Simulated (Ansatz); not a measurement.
# AgGeF3 (model cell, started as cubic perovskite with Ge in the octahedra): following an unstable mode, part 3 of 3

Aim: this structure of AgGeF3 (model cell, started as cubic perovskite with Ge in the octahedra) is to be tested for unstable modes, and one is followed downhill.

Ansatz 0.2.0; DFT PBEsol, scalar-relativistic, plane waves, PAW; PAW set soft_1.

So far. Step 5 (Energy along the mode, all amplitudes (two of the runs …): The lowest of the steps tried is at 0.22 Å, 6.00 meV/atom below the parent; the bottom of the well need not coincide with a step. Step 7 (The new phase in its own primitive cell): The largest force component left is 0.54 meV/Å and the pressure is 0.002 GPa, within the tolerances set. The cell now holds 16.04 Å³/atom. The relaxed cell has a, b, c = 8.410, 4.252, 4.485 Å (conventional setting).

The structure was built from a prototype and need not be the compound's stable phase.

### Step 8. Modes of the new phase, k-mesh 4×8×8

A relaxed structure may still be a saddle point, so its zone-centre modes are computed. No field response is asked, and the gap on the mesh is small against the smearing.

The input, input.yaml:

```yaml
crystal:
  lattice:
    - [8.4095289271, 0.0, 0.0]
    - [0.0, 4.2517761452, 0.0]
    - [0.0, 0.0, 4.4847480063]
  atoms:
    - { symbol: Ag, position: [0.0, 0.0, 0.0] }
    - { symbol: Ag, position: [0.5, 0.0, 0.0] }
    - { symbol: Ge, position: [0.25, 0.5, 0.5607715926] }
    - { symbol: Ge, position: [0.75, 0.5, 0.4392284074] }
    - { symbol: F, position: [0.0, 0.5, 0.5] }
    - { symbol: F, position: [0.5, 0.5, 0.5] }
    - { symbol: F, position: [0.25, 0.5, 0.9878400078] }
    - { symbol: F, position: [0.75, 0.5, 0.0121599922] }
    - { symbol: F, position: [0.25, 0.0, 0.6957499065] }
    - { symbol: F, position: [0.75, 0.0, 0.3042500935] }
kpoints:
  mp_grid: { grid: [4, 8, 8] }
hamiltonian:
  xc: pbesol
  pseudopotentials: { kind: paw, azcp: { folder: soft_1 }, xc_functional: pbe }
scf:
  occupations: { method: methfessel_paxton, width: 0.2 }
output:
  eigenvalues: true
phonons:
  method: dfpt
```

Command:

```
$ ansatz run input.yaml --threads 4 --pin off --max-ram 16384MiB --backend cpu --events-out ev --progress --plain --runs-dir out
```

Numbers of over 12 decimals in the logs are rounded to 6 here.

The program printed:

```text
zone centre: on kpoints.mp_grid the ground state, and the responses unless they are solved on pairs of k-points, stand on 90 of the mesh's 256 k-points, reduced under 2 symmetry operations, with k and −k counted as one. Each operation leaves every solved displacement unchanged or reverses it
[...]
Crystal: 10 atoms, lattice volume = 160.354 Å³
Basis set: ecut = 420 eV, 3125 PW (Γ), exchange–correlation on 120×60×60 points (8 copies of the dense FFT grid, shifted against one another)
Bands: 65, of which v1, the nominal top of the filled ones, is band 54 counted from 1 (53 counted from 0)
Symmetry: 8 space group operations
k-points: 90 of 256 (irreducible under 2 space group operations, time reversal used)
[...]
SCF iter   1: F=—  HF=-28367.864579 eV  |F-HF|=—  |Δ(HF+E_count)|=         —  Δρ=2.06e-1  dr2=6.36e1  ethr=3.10e-3  ⟨swp⟩=5.5  Hψ=19748  notcnv=0  defer=1
[...]
SCF iter  18: F=-28351.579863 eV  HF=-28351.579863 eV  |F-HF|=3.64e-12  |Δ(HF+E_count)|=  3.64e-12  S|Δr|=    0.00e0  Δρ=4.22e-8  dr2=2.07e-12  ethr=1.00e-12  ⟨swp⟩=5.0  Hψ=22091  notcnv=0
SCF 1 converged in 18 iterations: F = -28351.579863 eV  dr2 = 2.07e-12
[...]
DFPT response loops at Γ: preconditioner auto → Kerker (q_TF=auto, 2.554 Å⁻¹) (partly filled bands, converged f_vac=0.120); β = 1.00, the filter's whole step (`scf.mixing.beta` (0.50) is not read by the response loops under this deck's `scf.mixing.preconditioner`; to damp them name `kerker` or `kerker_dos`, under which they read `scf.mixing.beta`, and type it under 1.00, their step now; both keys bind the ground state too); Broyden in place of MSR1
SCF converged after 18 iterations
[...]
Free energy (F): -28351.579863 eV
[...]
Internal energy: -28351.581873 eV  (E = F + TS)
E sigma→0 (E₀):  -28351.580366 eV
Entropy (-TS):   0.002010 eV (0.201 meV/atom)
Fermi energy:    7.083797 eV
[...]
--- Band table (eV; the first three rows and the last of 90) ---
  k-point 0: bands = [... 50 lower, 3.7084, 3.7513, 3.9823, 5.4099, 7.0859, 8.1370, 11.3605, 11.8165, ... 7 higher]
  k-point 1: bands = [... 50 lower, 3.7089, 3.7623, 3.9965, 5.5208, 7.1951, 8.1940, 11.1722, 11.4872, ... 7 higher]
  k-point 2: bands = [... 50 lower, 3.7100, 3.8570, 4.0385, 5.8560, 7.4509, 8.3729, 10.6241, 10.7565, ... 7 higher]
  k-point 89: bands = [... 50 lower, 3.8319, 3.8319, 5.9160, 5.9160, 8.6653, 8.6653, 9.5705, 9.5705, ... 7 higher]
--- Phonons (Γ-DFPT): 15 representative perturbations + reference, on 90 of 256 k-points (Σ response iterations 54) ---
  k mesh reduced under 2 symmetry operations, with k and −k counted as one. Each operation leaves every solved displacement unchanged or reverses it
  ASR residual: 4.786e-5 → 0.000e0 eV/Å²; symmetrization residual: 5.651e-6 eV/Å²
  ASR residual per site (eV/Å²): 1.53e-5 1.53e-5 1.58e-5 1.58e-5 4.79e-5 4.79e-5 2.02e-5 2.02e-5 8.21e-6 8.21e-6
  Γ frequencies (cm⁻¹): -231.20 -157.23 -130.64 -124.23 -110.90 -110.23 -101.57 -87.93 -84.02 -13.16 0.00 0.00 0.00 34.36 36.36 42.33 45.72 61.64 62.37 75.58 91.06 167.51 191.63 199.30 273.77 274.01 276.32 328.55 334.50 394.68
  non-analytic LO–TO correction: not included (Born effective charges unavailable; polar crystals: no LO–TO splitting at Γ)
```

It took 6.2 min on 4 threads of Arm Neoverse V2, shared host; peak memory 2.8 GiB.

Numbers from this step:

- gap on the k-mesh: 0.02700 eV
- sum-rule residual before enforcement: 4.79e-5 eV/Å²
- point group: mmm
- highest optical mode at the zone centre (no LO-TO term): 394.7 cm⁻¹
- lowest optical zone-centre mode: -231.2 cm⁻¹

Patterns of degenerate modes are one choice out of their space. Modes at Γ, with each element's share of the kinetic energy (negative means imaginary):

```csv
mode,frequency (cm⁻¹),symmetry,Ag %,Ge %,F %
1,-231.2,B3u,0,5,95
2,-157.2,B2u,0,2,98
3,-130.6,B2g,0,0,100
4,-124.2,B3u,6,0,93
5,-110.9,B3g,0,1,99
6,-110.2,B1u,9,0,91
7,-101.6,Au,13,0,87
8,-87.9,B3u,15,0,85
9,-84.0,B2u,33,0,67
10,-13.2,Au,87,0,13
11,0.0,acoustic,45,31,24
12,0.0,acoustic,45,31,24
13,0.0,acoustic,45,31,24
14,34.4,B1u,69,21,11
15,36.4,B3u,71,9,19
16,42.3,Ag,0,64,36
17,45.7,B3g,0,99,1
18,61.6,B3u,62,16,22
19,62.4,B2u,21,68,11
20,75.6,B2g,0,23,77
21,91.1,B1u,76,13,11
22,167.5,B3u,0,38,61
23,191.6,Ag,0,10,90
24,199.3,B1u,0,10,90
25,273.8,B2g,0,77,23
26,274.0,B3g,0,0,100
27,276.3,B2u,0,0,100
28,328.6,B1u,0,24,75
29,334.5,Ag,0,26,74
30,394.7,B1u,0,1,99
```

Displacements in mode 1 (-231.2 cm⁻¹), the largest set to 1:
```
Ag1 -0.01  0.00 -0.01
Ag2 -0.01  0.00  0.01
Ge3 -0.13  0.00  0.00
Ge4 -0.13  0.00  0.00
F5   1.00  0.00  0.48
F6   1.00  0.00 -0.48
F7  -0.27  0.00  0.00
F8  -0.27  0.00  0.00
F9  -0.17  0.00  0.00
F10 -0.17  0.00  0.00
```

Displacements in mode 6 (-110.2 cm⁻¹), the largest set to 1:
```
Ag1 -0.02  0.00 -0.13
Ag2  0.02  0.00 -0.13
Ge3  0.00  0.00 -0.03
Ge4  0.00  0.00 -0.03
F5  -0.03  0.00  1.00
F6   0.03  0.00  1.00
F7   0.00  0.00 -0.12
F8   0.00  0.00 -0.12
F9   0.00  0.00 -0.03
F10  0.00  0.00 -0.03
```

Before it was imposed, the acoustic sum rule was missed by 4.8e-5 eV/Å². Small misses are needed for a sound result but don't prove that mesh and cutoff are converged. The lowest optical mode is imaginary, 231.2i cm⁻¹, so the energy falls along it.

### Step 9. Outcome

- unstable mode of the parent: q = (0, 0, -0.5), 186i cm⁻¹
- depth at the lowest point sampled: 6.00 meV/atom
- largest atomic shift at that point: 0.22 Å
- space group reached (within 0.01 Å): Pmma
- energy gained over the parent (first relaxation, on the mesh of the frozen mode): 33.3 meV/atom
- volume per atom, phase reached: 16.0 Å³
- gap on the k-mesh, phase reached: 0.0270 eV
- lowest optical zone-centre mode, phase reached: -231 cm⁻¹
- highest optical mode at the zone centre (no LO-TO term), phase reached: 395 cm⁻¹

In words: From this start the structure relaxes into Pmma, 33.3 meV/atom below the parent. At the parent's cell the well is 6.001 meV/atom deep on the steps tried, with its lowest point at a shift of 0.22 Å. Relaxing atoms and cell changes the gain by +27.34 meV/atom against the lowest step (energies at zero smearing). Most of the total comes from this relaxation. The frozen pattern makes up only 16 % of the final shifts of the atoms, so other modes or strain give most of the change. The new phase still has an imaginary mode at the zone centre of its cell, so it is a saddle point on the way to a lower structure. Of the 6 patterns followed to their end from this parent, this one ends 283 meV/atom above the lowest, R3m. Each path keeps the symmetry of its pattern, so a lower phase may lie along a pattern not tried. With no gap, or one that is small against the smearing, the frequencies hang on the k mesh and the smearing, most of all near Kohn anomalies. A semilocal functional can close a gap that the real compound would have, so the metallic treatment may be an artefact of the level. The PAW files were made for PBE and serve the other functionals too. The starting cell was built on a prototype and not taken from a measurement, so the phase need not exist.

[Logs are printed without paths, hosts, clocks, repeated set-up lines and the standing remarks that a program may print on its own settings, such as how far it seeks lower states.]

[Hosts, paths, dates, database ids (printed as entryN), source tags and the programs' standing remarks are cut or masked in the printed files.]
